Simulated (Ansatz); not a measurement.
# Meshes and cutoff for the phonons of KCl (Sylvite, Fm-3m), part 4 of 4

Wanted: convergence of the phonons of KCl (Sylvite, Fm-3m) against cost.

Ansatz 0.2.0; DFT PBE, scalar-relativistic, plane waves, PAW.

So far. Step 11 (Another k mesh, q mesh 2×2×2): The highest optical mode at the zone centre (no LO-TO term) is 125.4 cm⁻¹, +0.0 cm⁻¹ against the base run. Step 12 (Another k mesh, k-mesh 12×12×12, q mesh 2×2×2): The highest optical mode at the zone centre (no LO-TO term) is 125.4 cm⁻¹, +0.0 cm⁻¹ against the base run. The relaxed cell has a = 6.382 Å (conventional setting).

## (16) Another cutoff, cutoff 290 eV, q mesh 2×2×2

The cutoff is set to 290 eV on a small fixed q mesh.

Input file input.yaml:

```yaml
crystal:
  lattice:
    - [0.0, 3.1908106043, 3.1908106043]
    - [3.1908106043, 0.0, 3.1908106043]
    - [3.1908106043, 3.1908106043, 0.0]
  atoms:
    - { symbol: K, position: [0.0, 0.0, 0.0] }
    - { symbol: Cl, position: [0.5, 0.5, 0.5] }
kpoints:
  mp_grid: { grid: [8, 8, 8] }
hamiltonian:
  xc: pbe
scf:
  occupations: { method: fixed }
output:
  eigenvalues: true
phonons:
  method: dfpt
  qmesh: [2, 2, 2]
  temperatures: { t_max: 1000, t_step: 50 }
  qpath:
    path:
      - [[0.0, 0.0, 0.0], [0.5, 0.0, 0.5], [0.625, 0.25, 0.625]]
      - [[0.375, 0.375, 0.75], [0.0, 0.0, 0.0], [0.5, 0.5, 0.5], [0.5, 0.25, 0.75], [0.5, 0.0, 0.5]]
    npoints: 10
basis:
  ecutwfc: 290
```

On the command line:

```sh
$ ansatz run input.yaml --threads 4 --pin off --max-ram 7168MiB --backend cpu --events-out ev --progress --plain --runs-dir out
```

Numbers of over 12 decimals in the logs are rounded to 6 here.

The log of the run:

```text
[...]
Crystal: 2 atoms, lattice volume = 64.973 Å³
Basis set: ecut = 290 eV, 725 PW (Γ), exchange–correlation on 54×54×54 points (8 copies of the dense FFT grid, shifted against one another)
Bands: 12, of which v1, the nominal top of the filled ones, is band 8 counted from 1 (7 counted from 0)
Symmetry: 48 space group operations
k-points: 29 of 512
[...]
SCF iter   1: F=—  HF=-2621.193836 eV  |F-HF|=—  |Δ(HF+E_count)|=         —  Δρ=1.71e-3  dr2=4.56e-4  ethr=1.77e-3  ⟨swp⟩=4.9  Hψ=1874  notcnv=0  defer=51
[...]
SCF iter   7: F=-2621.194069 eV  HF=-2621.194069 eV  |F-HF|=3.64e-12  |Δ(HF+E_count)|=  7.50e-11  Δρ=4.96e-8  dr2=2.15e-12  ethr=1.00e-12  ⟨swp⟩=5.4  Hψ=2202  notcnv=0
SCF 1 converged in 7 iterations: F = -2621.194069 eV  dr2 = 2.15e-12
[...]
k-points: 59 of 512 (irreducible under 8 space group operations, time reversal used)
[...]
SCF iter   3: F=-2621.194069 eV  HF=-2621.194069 eV  |F-HF|=1.09e-11  |Δ(HF+E_count)|=  1.91e-11  Δρ=1.09e-7  dr2=1.64e-11  ethr=1.00e-12  ⟨swp⟩=1.0  Hψ=1652  notcnv=0
SCF 2 converged in 3 iterations: F = -2621.194069 eV  dr2 = 1.64e-11
[...]
SCF converged after 7 iterations
Free energy (F): -2621.194069 eV
[...]
Internal energy: -2621.194069 eV  (E = F + TS)
E sigma→0 (E₀):  -2621.194069 eV
Fermi energy:    0.583592 eV
[...]
--- Band table (eV; the first three rows and the last of 29) ---
  k-point 0: bands = [... 4 lower, -10.1802, 0.5836, 0.5836, 0.5836, 5.6331, 8.9299, 8.9299, 8.9299]
  k-point 1: bands = [... 4 lower, -10.1444, 0.4075, 0.5382, 0.5382, 5.9926, 8.8110, 9.1164, 9.1164]
  k-point 2: bands = [... 4 lower, -10.0647, 0.0371, 0.4319, 0.4319, 6.8514, 8.6930, 9.6472, 9.6472]
  k-point 28: bands = [... 4 lower, -10.0987, 0.1336, 0.1336, 0.1354, 8.5535, 8.5535, 9.8386, 10.2649]
[...]
ASR residual: 8.094e-5 → 0.000e0 eV/Å²; symmetrization residual: 6.279e-7 eV/Å²
  ASR residual per site (eV/Å²): 2.07e-8 8.09e-5
  Γ frequencies (cm⁻¹): 0.00 0.00 0.00 126.52 126.52 126.52
[...]
ε∞ (high-frequency dielectric tensor):
        2.280625    -0.000000    -0.000000
        0.000000     2.280625    -0.000000
        0.000000    -0.000000     2.280625
[...]
Born effective charges Z* (e; rows j = field, columns β = displacement):
    site 0:
         1.12928    0.00000   -0.00000
         0.00000    1.12928    0.00000
         0.00000   -0.00000    1.12928
    site 1:
        -1.12928   -0.00000    0.00000
         0.00000   -1.12928   -0.00000
         0.00000    0.00000   -1.12928
  Z* charge neutrality: 1.606e-5 e pre-enforcement
[...]
optical modes at Γ without the LO–TO term, one row a degenerate level:
      ω (cm⁻¹)  modes    IR ((D/Å)²/amu)
        126.52      3             4.7474
  optical modes at Γ + LO–TO along q̂ = [1.0000, 0.0000, 0.0000]:
      ω (cm⁻¹)  modes    IR ((D/Å)²/amu)
        126.52      2             3.1649
        196.94      1             1.5825
  optical modes at Γ + LO–TO along q̂ = [0.0000, 1.0000, 0.0000]:
      ω (cm⁻¹)  modes    IR ((D/Å)²/amu)
        126.52      2             3.1649
        196.94      1             1.5825
  optical modes at Γ + LO–TO along q̂ = [0.0000, 0.0000, 1.0000]:
      ω (cm⁻¹)  modes    IR ((D/Å)²/amu)
        126.52      2             3.1649
        196.94      1             1.5825
--- Phonons (arbitrary-q DFPT): 3 irreducible q on the 2×2×2 mesh ---
[...]
interpolated dispersion: 63 rows × 6 modes
[...]
```

Run time: 12 s. Hardware: 4 threads of Arm Neoverse V1, shared host; peak memory 0.5 GiB; 45 s of CPU time.

The run finished; it serves as a test, and its numbers are not taken as the result.

## (17) Another cutoff, cutoff 360 eV, q mesh 2×2×2

The cutoff is set to 360 eV on a small fixed q mesh.

Changes to input.yaml since step 16:

```diff
@@ -26,2 +26,2 @@
 basis:
-  ecutwfc: 290
+  ecutwfc: 360
```

The log of the run:

```text
[...]
Crystal: 2 atoms, lattice volume = 64.973 Å³
Basis set: ecut = 360 eV, 965 PW (Γ), exchange–correlation on 60×60×60 points (8 copies of the dense FFT grid, shifted against one another)
Bands: 12, of which v1, the nominal top of the filled ones, is band 8 counted from 1 (7 counted from 0)
Symmetry: 48 space group operations
k-points: 29 of 512
[...]
optical modes at Γ + LO–TO along q̂ = [0.0000, 1.0000, 0.0000]:
      ω (cm⁻¹)  modes    IR ((D/Å)²/amu)
        125.34      2             3.1667
        196.19      1             1.5833
  optical modes at Γ + LO–TO along q̂ = [0.0000, 0.0000, 1.0000]:
      ω (cm⁻¹)  modes    IR ((D/Å)²/amu)
        125.34      2             3.1667
        196.19      1             1.5833
--- Phonons (arbitrary-q DFPT): 3 irreducible q on the 2×2×2 mesh ---
[...]
interpolated dispersion: 63 rows × 6 modes
[...]
[key lines of the parts left out:]
SCF converged after 6 iterations
Free energy (F): -2621.225309 eV
Fermi energy:    0.581302 eV
```

Wall time 14 s (4 threads); peak memory 0.57 GiB; 54 s of CPU time.

The highest optical mode at the zone centre (no LO-TO term) is 125.3 cm⁻¹, -0.0 cm⁻¹ against the base run.

## (18) Another cutoff, cutoff 550 eV, q mesh 2×2×2

The cutoff is set to 550 eV on a small fixed q mesh.

Changes to input.yaml since step 17:

```diff
@@ -26,2 +26,2 @@
 basis:
-  ecutwfc: 360
+  ecutwfc: 550
```

The log of the run:

```text
[...]
Crystal: 2 atoms, lattice volume = 64.973 Å³
Basis set: ecut = 550 eV, 1917 PW (Γ), exchange–correlation on 72×72×72 points (8 copies of the dense FFT grid, shifted against one another)
Bands: 12, of which v1, the nominal top of the filled ones, is band 8 counted from 1 (7 counted from 0)
Symmetry: 48 space group operations
k-points: 29 of 512
[...]
optical modes at Γ + LO–TO along q̂ = [0.0000, 1.0000, 0.0000]:
      ω (cm⁻¹)  modes    IR ((D/Å)²/amu)
        125.40      2             3.1670
        196.23      1             1.5835
  optical modes at Γ + LO–TO along q̂ = [0.0000, 0.0000, 1.0000]:
      ω (cm⁻¹)  modes    IR ((D/Å)²/amu)
        125.40      2             3.1670
        196.23      1             1.5835
--- Phonons (arbitrary-q DFPT): 3 irreducible q on the 2×2×2 mesh ---
[...]
interpolated dispersion: 63 rows × 6 modes
[...]
[key lines of the parts left out:]
SCF converged after 8 iterations
Free energy (F): -2621.226217 eV
Fermi energy:    0.581114 eV
```

The job ended after 24 s (4 threads; peak memory 0.74 GiB).

Frequencies (cm⁻¹) solved at each irreducible wavevector; negative means imaginary. Frequencies by wavevector, by row:

| q in reciprocal lattice units | star | mode 1 | mode 2 | mode 3 | mode 4 | mode 5 | mode 6 |
| --- | --- | --- | --- | --- | --- | --- | --- |
| 0 0 0 | 1 | 0 | 0 | 0 | 125.4 | 125.4 | 125.4 |
| 0 0 -0.5 | 4 | 91.6 | 91.6 | 99.9 | 99.9 | 143.2 | 146.3 |
| 0 -0.5 -0.5 | 3 | 59.6 | 59.6 | 107 | 129.6 | 129.6 | 135.9 |

The highest optical mode at the zone centre (no LO-TO term) is 125.4 cm⁻¹, +0.0 cm⁻¹ against the base run.

## (19) Results

```json
{
 "mean frequency, q mesh 2×2×2": "107 cm⁻¹",
 "mean frequency, q mesh 3×3×3": "107 cm⁻¹",
 "mean frequency, q mesh 6×6×6": "107 cm⁻¹",
 "highest optical mode at the zone centre (no LO-TO term), k-mesh 2×2×2": "119 cm⁻¹",
 "highest optical mode at the zone centre (no LO-TO term), k-mesh 4×4×4": "125 cm⁻¹",
 "highest optical mode at the zone centre (no LO-TO term), k-mesh 6×6×6": "125 cm⁻¹",
 "highest optical mode at the zone centre (no LO-TO term), k-mesh 8×8×8": "125 cm⁻¹",
 "highest optical mode at the zone centre (no LO-TO term), k-mesh 12×12×12": "125 cm⁻¹",
 "highest optical mode at the zone centre (no LO-TO term), cutoff 170 eV": "157 cm⁻¹",
 "highest optical mode at the zone centre (no LO-TO term), cutoff 230 eV": "120 cm⁻¹",
 "highest optical mode at the zone centre (no LO-TO term), cutoff 290 eV": "127 cm⁻¹",
 "highest optical mode at the zone centre (no LO-TO term), cutoff 360 eV": "125 cm⁻¹",
 "highest optical mode at the zone centre (no LO-TO term), cutoff 550 eV": "125 cm⁻¹"
}
```

What this shows: Over the whole q mesh series, coarse runs included, the mean frequency runs from 106.9 to 107.0 cm⁻¹; from 2×2×2 on it stays within 0.1 cm⁻¹ of the finest run (6×6×6), against a tolerance of 1.1. The k mesh changes along this series too, so part of the change is its. Over the whole k mesh series, coarse runs included, the lowest mode on the q mesh (acoustic modes at Γ apart) runs from 53.6 to 59.6 cm⁻¹; from 4×4×4 on all solved modes stay within 0.1 cm⁻¹ of the finest run (12×12×12), against a tolerance of 1.5. Over the whole cutoff series, coarse runs included, the lowest mode on the q mesh (acoustic modes at Γ apart) runs from 53.1 to 59.6 cm⁻¹; from 290 eV on all solved modes stay within 1.1 cm⁻¹ of the finest run (550 eV), against a tolerance of 1.5. All runs share the cell relaxed at the base settings, which is not exactly at rest under another k mesh or cutoff. These are harmonic frequencies at zero temperature: anharmonic shifts, linewidths and thermal expansion are left out.

[Logs are printed without paths, hosts, clocks, repeated set-up lines and the standing remarks that a program may print on its own settings, such as how far it seeks lower states.]

[Hosts, paths, dates, database ids (printed as entryN), source tags and the programs' standing remarks are cut or masked in the printed files.]
